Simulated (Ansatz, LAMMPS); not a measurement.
## Relaxing Zn2+ triflate in trimethyl phosphate and propylene carbonate, from a frame at 350 K (201 atoms)

How does Zn2+ triflate in trimethyl phosphate and propylene carbonate, from a frame at 350 K (201 atoms) relax, and what do bonds, charges and levels look like afterwards?

Main program and level: Ansatz 0.2.0; Kohn-Sham DFT, PBE+D4, PAW (set soft_2), plane waves.

### 1. The starting structure

The cell holds 201 atoms: 42 C, 51 O, 6 P, 84 H, 4 S, 12 F and 2 Zn. Cell: a = 13.385 Å, b = 13.385 Å, c = 13.385 Å, α = 90.0°, β = 90.0°, γ = 90.0°. 6 trimethyl phosphate, 5 propylene carbonate, 2 Zn2+, 4 triflate placed at random, at 1.44 g/cm³; overlaps pushed apart, then 10 ps at 550 K with divalent ions of Li, Roberts, Chakravorty and Merz (J. Chem. Theory Comput. 9, 2733 (2013)); MMFF94 bonds, angles, torsions, charges and radii (Halgren, J. Comput. Chem. 17, 490 (1996)) in harmonic and 12-6 forms; charges of ions scaled by 0.8. Snapshot after 30 ps at 350 K and fixed volume.

Limits known from the start: The network of contacts between molecules at the start is that of the classical potential that made the cell. The density was typed from a rule of thumb and may lie off the real one at this temperature. Sampling is at Γ alone, for a cell whose shortest periodic width is 13 Å.

### 2. Single point at the start

The forces at the start show how far the geometry lies from a minimum of this functional.

Input file input.yaml:

```yaml
crystal:
  lattice:
    - [13.38458, 0.0, 0.0]
    - [0.0, 13.38458, 0.0]
    - [0.0, 0.0, 13.38458]
  atoms:
    - { symbol: C, position: [0.75994, 0.02319, 0.58056] }
    - { symbol: O, position: [0.72663, 0.92269, 0.57626] }
    - { symbol: P, position: [0.74368, 0.87557, 0.46912] }
    - { symbol: O, position: [0.69828, 0.92677, 0.37725] }
    [... 191 atom lines left out ...]
    - { symbol: C, position: [0.48611, 0.42455, 0.98425] }
    - { symbol: F, position: [0.49366, 0.5281, 0.9611] }
    - { symbol: F, position: [0.54995, 0.3845, 0.91684] }
    - { symbol: F, position: [0.52422, 0.41798, 0.08058] }
    - { symbol: Zn, position: [0.6055, 0.96633, 0.27843] }
    - { symbol: Zn, position: [0.32535, 0.14218, 0.98044] }
kpoints:
  mp_grid: { grid: [1, 1, 1] }
hamiltonian:
  xc: pbe
  dispersion: d4
scf:
  occupations: { method: fixed }
output:
  forces: true
  stress: true
  populations: intrinsic
  dos:
    method: { smearing: { sigma: 0.08 } }
    de: 0.1
    projected: { site_lists: { C: [C], F: [F], H: [H], O: [O], P: [P] } }
  eigenvalues: true
```

The run is started by

```sh
$ ansatz run input.yaml --threads 4 --pin off --max-ram 8192MiB --backend cpu --events-out ev --progress --plain --runs-dir out
```

Wall time 40 s (4 threads of Intel Xeon Platinum 8488C (Sapphire Rapids), shared host); peak memory 3.8 GiB.

Numbers from this run:

* free energy: -65281.7554 eV
* free energy per atom: -324.7849 eV/atom
* SCF cycles: 11
* pressure: 2.243 GPa
* r.m.s. force component: 1.267 eV/Å
* longest force: 5.851 eV/Å
* Fermi energy: 0.2877 eV
* gap (highest filled to lowest empty level): 3.735 eV

The r.m.s. force component of 1.3 eV/Å and the pressure of 2.2 GPa set the starting point.

Neighbours are counted within 1.34 Å (H-C), 1.73 Å (O-C), 2.02 Å (O-P), 1.93 Å (O-S), 2.43 Å (O-Zn), 1.85 Å (C-C), 1.62 Å (C-F), 2.21 Å (C-S).

Length of the force by element and coordination:

```csv
element,coordination,atoms,mean length of the force (eV/Å),spread,least,most
C,all,42,2.51,0.862,0.970,4.00
C,3,5,2.62,0.954,1.16,4.00
C,4,37,2.50,0.847,0.970,3.93
F,all,12,1.36,0.420,0.395,1.88
H,all,84,1.09,0.668,0.152,3.35
O,all,51,2.31,1.37,0.468,5.85
O,1,12,1.34,0.855,0.468,3.26
O,2,39,2.60,1.37,0.884,5.85
P,all,6,3.43,1.37,1.54,5.81
S,all,4,3.55,1.08,1.78,4.64
Zn,all,2,1.82,0.254,1.56,2.07
Zn,5,1,2.07,0,2.07,2.07
Zn,6,1,1.56,0,1.56,1.56
```

### 3. Relaxation

With the cell held, the atoms are moved downhill towards a nearby minimum.

input.yaml, the sections that differ from step 2:

```yaml
output:
  forces: true
relax:
  f_tol: 0.03
  max_steps: 200
# crystal, kpoints, hamiltonian, scf: as in step 2
```

It took 15 min on 4 threads; peak memory 3.4 GiB.

Step by step (22 of 53):

```csv
step,energy less that of the first step (eV),largest force component (eV/Å)
1,0.0000,5.5328
3,-11.3960,1.8528
6,-12.8403,0.3200
8,-13.0653,0.5560
11,-13.2857,0.4867
13,-13.3819,0.9495
16,-13.5105,0.7288
18,-13.5773,0.8442
21,-13.6768,0.4933
23,-13.7318,0.5339
26,-13.8349,0.2304
28,-13.8786,0.3607
31,-13.9406,0.2248
33,-13.9691,0.2825
36,-14.0076,0.2743
38,-14.0289,0.2287
41,-14.0546,0.2766
43,-14.0686,0.1291
46,-14.0777,0.0786
48,-14.0811,0.0501
51,-14.0836,0.0331
53,-14.0842,0.0157
```

Relaxation step 52 was tried and not accepted.

The atoms that moved most (Å):

```csv
atom,dx,dy,dz,length
O168,-0.822,0.604,2.224,2.447
H17,-2.336,0.538,0.227,2.408
O147,-1.495,-1.616,0.541,2.267
O171,1.628,1.410,0.476,2.206
H63,0.127,-1.669,1.428,2.200
H64,-1.016,0.015,1.917,2.170
O148,-1.611,-1.052,0.456,1.977
C146,-1.511,-1.257,0.189,1.974
```

The relaxation changed the energy by -70.1 meV/atom, and atoms moved by 1.1 Å r.m.s., 2.4 Å at most.

### 4. Distances and neighbours after relaxation

Bonds before and after, by the cutoffs listed below:

```csv
pair,bonds before,bonds after,mean before (Å),mean after (Å),spread before (Å),spread after (Å)
H-C,84,84,1.089,1.096,0.031,0.002
O-C,43,43,1.379,1.403,0.066,0.082
O-P,24,24,1.587,1.560,0.040,0.043
O-S,12,12,1.462,1.468,0.022,0.016
O-Zn,11,11,1.894,2.079,0.067,0.063
C-C,10,10,1.525,1.518,0.025,0.011
C-F,12,12,1.383,1.349,0.024,0.007
C-S,4,4,1.798,1.885,0.024,0.016
```

Density 1.44 g/cm³, 11.93 Å³ an atom.

g(r), total and by pair (bins of 0.2 Å):

```csv
r (Å),total,H-H,H-O,H-C,H-F,H-P,H-S
1.00,3.39,0.00,0.00,19.40,0.00,0.00,0.00
1.20,0.19,0.00,0.00,0.21,0.00,0.00,0.00
1.40,1.56,0.00,0.00,0.00,0.00,0.00,0.00
1.60,0.56,0.00,0.00,0.00,0.00,0.00,0.00
1.80,1.14,6.29,0.00,0.00,0.00,0.00,0.00
2.00,0.65,0.00,2.56,0.00,0.00,0.00,0.00
2.20,0.94,0.05,0.98,2.00,0.00,0.00,0.00
2.40,0.59,1.06,0.41,0.00,0.16,0.00,0.00
2.60,1.00,0.94,1.27,0.23,0.55,0.53,0.00
2.80,0.82,0.89,1.54,0.71,1.08,3.31,0.00
3.00,0.93,1.16,0.96,0.56,1.14,3.63,0.30
3.20,0.80,0.77,0.74,1.10,0.65,0.91,1.40
3.40,0.89,0.67,0.83,1.07,0.83,1.12,1.21
3.60,1.02,0.58,0.72,1.33,1.17,2.41,2.00
3.80,0.97,0.86,0.96,0.90,0.99,0.91,1.17
4.00,1.03,1.26,1.27,1.05,1.00,0.71,1.41
4.20,1.06,1.35,1.39,0.86,0.54,0.43,0.32
4.40,1.06,0.99,1.16,1.04,1.17,0.29,0.59
4.60,1.06,1.05,1.07,1.21,1.53,0.37,1.20
4.80,1.10,1.25,0.92,1.48,1.27,0.83,1.36
5.00,1.01,0.77,0.98,1.33,1.09,1.06,0.81
5.20,0.98,0.84,0.83,1.10,1.27,1.19,1.57
5.40,1.02,1.05,0.95,0.74,1.16,1.17,0.78
5.60,0.99,0.99,0.88,0.87,1.12,1.02,0.73
5.80,1.02,1.07,1.07,0.84,1.21,1.02,1.35
6.00,0.96,1.01,0.92,0.92,0.92,1.00,0.63
6.20,1.01,0.83,1.05,0.86,1.18,1.13,0.95
6.40,1.04,1.07,0.98,1.08,1.20,0.69,1.04
```

Bonds by pair of elements; cutoffs follow the first minimum of g(r), held within bounds set by covalent radii, and pairs that aren't listed don't count as bonded:

```csv
pair A-B,cutoff (Å),bonds,mean length (Å),spread (Å),shortest (Å),B about A,A about B
H-C,1.34,84,1.10,0.002,1.09,1,2
O-C,1.73,43,1.40,0.082,1.21,0.843,1.02
O-P,2.02,24,1.56,0.043,1.48,0.471,4
O-S,1.93,12,1.47,0.016,1.45,0.235,3
O-Zn,2.5,11,2.08,0.063,2.01,0.216,5.5
C-C,1.85,10,1.52,0.011,1.51,0.476,0.476
C-F,1.62,12,1.35,0.007,1.34,0.286,1
C-S,2.21,4,1.89,0.016,1.87,0.095,1
```

How many atoms have how many bonded neighbours:

```csv
element,mean,1,2,3,4,5,6
C,3.88,0,0,5,37,0,0
F,1,12,0,0,0,0,0
H,1,84,0,0,0,0,0
O,1.76,12,39,0,0,0,0
P,4,0,0,0,6,0,0
S,4,0,0,0,4,0,0
Zn,5.5,0,0,0,0,1,1
```

Bond angles (no mean is given where the spread exceeds 20°):

```csv
angle,count,mean (°),spread (°)
H-C-H,74,110,0.8
H-C-O,69,109,1.9
O-P-O,36,109,5.2
C-C-H,35,111,1.5
O-Zn-O,25,-,-
```

Bond length by coordination (bonds to H left out):

```csv
element,coordination,atoms,mean bond length (Å)
C,3,5,1.30
C,4,37,1.48
O,1,12,1.40
O,2,39,1.56
Zn,5,1,2.04
Zn,6,1,2.11
```

Rings of the network by King's shortest-path rule, up to 12 atoms, one path for each pair of neighbours; H, halogens, alkali and alkaline-earth atoms are left out, and the last column divides by all other atoms, bonded or not:

```csv
ring size (atoms),rings,per network atom
5,5,0.048
```

By these cutoffs 88 % of C atoms have 4, all F atoms have 1, all H atoms have 1 and 76 % of O atoms have 2 bonded neighbours. The H-C-H angle averages 110° with a spread of 0.8°. All rings counted have 5 atoms.

### 5. Single point at the relaxed geometry

The electronic structure is read at the final geometry, in a run of its own.

Input file input.yaml:

```yaml
crystal:
  lattice:
    - [13.38458, 0.0, 0.0]
    - [0.0, 13.38458, 0.0]
    - [0.0, 0.0, 13.38458]
  atoms:
    - { symbol: C, position: [0.76284, 0.07245, 0.5515] }
    - { symbol: O, position: [0.72228, 0.97123, 0.5444] }
    - { symbol: P, position: [0.74637, 0.90522, 0.45026] }
    - { symbol: O, position: [0.73459, 0.95303, 0.35023] }
    [... 191 atom lines left out ...]
    - { symbol: C, position: [0.4741, 0.4413, 0.96126] }
    - { symbol: F, position: [0.45279, 0.53104, 0.92056] }
    - { symbol: F, position: [0.54656, 0.39773, 0.90724] }
    - { symbol: F, position: [0.50853, 0.45663, 0.05471] }
    - { symbol: Zn, position: [0.60994, 0.98409, 0.26769] }
    - { symbol: Zn, position: [0.34516, 0.12765, 0.98399] }
kpoints:
  mp_grid: { grid: [1, 1, 1] }
hamiltonian:
  xc: pbe
  dispersion: d4
scf:
  occupations: { method: fixed }
output:
  forces: true
  stress: true
  populations: intrinsic
  dos:
    method: { smearing: { sigma: 0.15 } }
    de: 0.1
    projected: { site_lists: { C: [C], F: [F], H: [H], O: [O], P: [P] } }
  eigenvalues: true
  write_density: true
  write_potential: true
  volumetric_format: npy
```

Run time: 41 s. Hardware: 4 threads; peak memory 3.8 GiB.

The program notes that the exchange-correlation potential is rough where the density is thin.

Read from the output:

* free energy: -65295.8396 eV
* free energy per atom: -324.8549 eV/atom
* SCF cycles: 11
* pressure: -0.1974 GPa
* r.m.s. force component: 0.00244 eV/Å
* longest force: 0.01778 eV/Å
* Fermi energy: -0.04723 eV
* gap (highest filled to lowest empty level): 4.468 eV

Intrinsic-atomic-orbital charges by element and coordination:

```csv
element,coordination,atoms,mean charge (e),spread,least,most
C,all,42,-0.0744,0.395,-0.536,0.681
C,3,5,0.665,0.0121,0.652,0.681
C,4,37,-0.174,0.306,-0.536,0.589
F,all,12,-0.270,0.0122,-0.298,-0.249
H,all,84,0.192,0.0122,0.167,0.218
O,all,51,-0.677,0.232,-1.00,-0.318
O,1,12,-0.816,0.188,-0.953,-0.486
O,2,39,-0.634,0.228,-1.00,-0.318
P,all,6,2.14,0.0146,2.11,2.15
S,all,4,2.22,0.0074,2.21,2.23
Zn,all,2,1.52,0.0059,1.52,1.53
Zn,5,1,1.52,0,1.52,1.52
Zn,6,1,1.53,0,1.53,1.53
```

Density of states as counts of states in windows of 1 eV (from the Fermi level), total and the larger projections:

```csv
from (eV),to (eV),total,O p,C p,H s,F p,C s
-14,-13,0.8,0.2,0.0,0.1,0.0,0.4
-13,-12,26.6,5.5,1.2,4.0,2.4,8.6
-12,-11,27.0,5.4,1.1,6.6,0.4,10.7
-11,-10,14.1,3.2,3.0,1.4,2.0,2.0
-10,-9,23.6,4.8,5.7,0.7,7.2,1.5
-9,-8,25.1,5.6,4.8,2.2,5.8,1.3
-8,-7,42.2,17.7,11.6,4.4,0.5,1.1
-7,-6,43.5,18.5,11.5,4.6,0.8,1.0
-6,-5,101.1,30.4,29.7,12.8,18.4,0.4
-5,-4,70.6,14.5,14.4,5.6,21.2,0.2
-4,-3,57.6,25.6,13.8,8.8,3.1,0.2
-3,-2,73.9,48.9,10.9,7.8,0.6,0.2
-2,-1,71.3,56.0,5.6,4.8,1.3,0.6
-1,0,6.3,5.7,0.2,0.0,0.1,0.1
0,1,0.8,0.8,0.0,0.0,0.0,0.0
1,4,0.0,0.0,0.0,0.0,0.0,0.0
4,5,10.3,2.0,3.1,1.2,0.0,0.5
```

With fixed occupations the program's Fermi level is the highest filled level; weight inside the gap is the broadening of levels at its edges.

Between -26 and -14 eV lie 128 more states.

Not all projections were asked for or kept, so they needn't add up to the total.

The levels nearest the highest filled one (over half full), pooled over k-points and spins:

```csv
level less the highest filled one (eV),occupation
-1.15,2
-1.13,2
-0.998,2
-0.772,2
-0.749,2
0,2
4.47,0
4.64,0
4.71,0
4.82,0
5.03,0
5.06,0
```

Mean intrinsic-atomic-orbital charges: C -0.07, F -0.27, H +0.19, O -0.68, P +2.14, S +2.22 e.

### 6. Summary of results

* energy change in the relaxation: -70.07 meV/atom
* r.m.s. displacement: 1.056 Å
* largest displacement: 2.447 Å
* free energy per atom: -324.8549 eV/atom
* pressure: -0.1974 GPa
* r.m.s. force component: 0.00244 eV/Å
* gap (highest filled to lowest empty level): 4.468 eV
* wall time of the 3 DFT runs: 16 min

What this shows: Relaxation lowers the energy by 70.1 meV/atom and moves atoms by 1.1 Å r.m.s.; the r.m.s. force component goes from 1.3 to 0.0024 eV/Å, the pressure goes from 2.2 to -0.20 GPa, and the gap from 3.74 to 4.47 eV. By the final cutoffs no bond was broken or made. From the first step to the last the energy fell by 14.084 eV, and the largest move was 2.45 Å (O168, with 1 other atom within 2 % of it). The O-Zn bonds change most in mean length: from 1.894 Å (spread 0.067) to 2.079 Å (spread 0.063). Counting bonds as in the table, 88 % of C atoms have 4, all F atoms have 1, all H atoms have 1 and 76 % of O atoms have 2 bonded neighbours. Filled and empty levels are parted by 4.47 eV (at Γ alone); a semilocal functional tends to put such gaps too low. In a disordered cell it changes from sample to sample and from frame to frame.

What to keep in mind: The network of contacts between molecules at the start is that of the classical potential that made the cell; in DFT atoms moved by 1.1 Å r.m.s.

[Logs are printed without paths, hosts, clocks, repeated set-up lines and the standing remarks that a program may print on its own settings, such as how far it seeks lower states.]

[Hosts, paths, dates, database ids (printed as entryN), source tags and the programs' standing remarks are cut or masked in the printed files.]

[The MMFF94 radii named for the starting cell were scaled by 0.96; in molecules described by MMFF94, hydrogen bound to N, O or S took a small fixed 12-6 site in their place.]
